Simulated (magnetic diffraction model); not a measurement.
**Solving a magnetic structure from powder neutron data: Ca2Co2B**

Space group C2/c (no. 15), a = 9.4200 Å, b = 5.3650 Å, c = 7.2330 Å, β = 101.03°.

| site | atom | x | y | z |
| --- | --- | --- | --- | --- |
| 8f | Co | 0.6357 | 0.3776 | 0.9987 |
| 8f | Ca | 0.8462 | 0.3632 | 0.3477 |
| 4e | B | 0 | 0.8631 | 1/4 |

This is a made-up structure (elements placed in a structure type, unrelaxed), so the numbers test the method and describe no known phase.

Only Co is taken to order (form factors of Co2+); orders and moment sizes are assumed, and not adapted to the symmetry. Radiation: neutrons of λ = 1.909 Å (absorption by B left out), 8° to 40°; isotropic B of 0.26 Å² (Co), 0.29 Å² (Ca) and 0.41 Å² (B). Simulated constant-wavelength pattern: nuclear and magnetic terms add, the magnetic one as |2.695 fm × Σ f S⊥ exp(2πi Q·r) exp(−B s²)|², summed over all Q at one angle with the factor 1/(sin²θ cos θ). For collinear order S is the moment m, which repeats by lattice and centring translations R with the sign exp(−2πi k·R). Free-ion form factors, Sears's scattering lengths of 1992, no absorption; a label names one of the reflections at its angle. The strongest nuclear line in the range is 100, and lines under 0.2 are left out.

Above the ordering temperature:

```csv
2θ (°),index,I
23.74,(1 1 0),58.2
23.83,(2 0 0),9.0
27.15,(1 1 -1),17.5
31.20,(0 0 2),38.4
35.65,(2 0 -2),28.2
37.63,(1 1 -2),100.0
```

Below it (cell unchanged):

```
2θ (°)      I
 11.85  764.5
 17.61   84.3
 20.50  234.4
 21.27  105.3
 23.74   58.2
 23.83    9.0
 25.77  179.1
 27.15   17.5
 31.20   38.4
 31.20    3.2
 31.63  166.0
 33.23  115.0
 35.63   15.5
 35.65   28.2
 36.08   58.7
 36.50   46.8
 37.44   88.2
 37.62   34.5
 37.63  100.0
```

**Question.** Find the propagation vector, then choose among these models:
A. collinear moments along [001], 2.29 μB on Co; signs + at (0.6357, 0.3776, 0.9987), − at (0.8643, 0.8776, 0.5013), + at (0.8643, 0.1224, 0.0013), + at (0.6357, 0.6224, 0.4987)
B. collinear moments along [001], 2.29 μB on Co; signs + at (0.6357, 0.3776, 0.9987), + at (0.8643, 0.8776, 0.5013), + at (0.8643, 0.1224, 0.0013), + at (0.6357, 0.6224, 0.4987)
C. collinear moments along [110], 2.29 μB on Co; signs + at (0.6357, 0.3776, 0.9987), + at (0.8643, 0.8776, 0.5013), + at (0.8643, 0.1224, 0.0013), + at (0.6357, 0.6224, 0.4987)
D. collinear moments along [110], 2.29 μB on Co; signs + at (0.6357, 0.3776, 0.9987), − at (0.8643, 0.8776, 0.5013), + at (0.8643, 0.1224, 0.0013), + at (0.6357, 0.6224, 0.4987)

The new lines index as (1 0 0) at 11.85°, (1 0 -1) at 17.61°, (0 1 0) at 20.50° and (1 0 1) at 21.27°, that is as H ± k with k = (1 0 0). The indices are whole but break the lattice centring, so the moments reverse under a centring translation, those with k·t a half-integer.

Magnetic intensity, observed (below minus above) and for each model:

| 2θ (°) | index | observed | A | B | C | D |
| --- | --- | --- | --- | --- | --- | --- |
| 11.85 | (1 0 0) | 764.5 | 764.5 | 1734.0 | 472.6 | 208.4 |
| 17.61 | (1 0 -1) | 84.3 | 84.3 | <0.2 | <0.2 | 219.8 |
| 20.50 | (0 1 0) | 234.4 | 234.4 | <0.2 | <0.2 | 177.0 |
| 21.27 | (1 0 1) | 105.3 | 105.3 | <0.2 | <0.2 | 166.5 |
| 25.77 | (0 1 1) | 179.1 | 179.1 | 346.5 | 450.1 | 232.7 |
| 31.20 | (1 0 -2) | 3.2 | 3.2 | 7.4 | 179.0 | 76.7 |
| 31.63 | (2 1 0) | 166.0 | 166.0 | 336.8 | 161.0 | 61.0 |
| 33.23 | (2 1 -1) | 115.0 | 115.0 | 4.5 | 3.0 | 61.3 |

Model A matches.

The structure used: k = (1 0 0), collinear moments along [001], 2.29 μB on Co; signs + at (0.6357, 0.3776, 0.9987), − at (0.8643, 0.8776, 0.5013), + at (0.8643, 0.1224, 0.0013), + at (0.6357, 0.6224, 0.4987).

[Logs are printed without paths, hosts, clocks, repeated set-up lines and the standing remarks that a program may print on its own settings, such as how far it seeks lower states.]
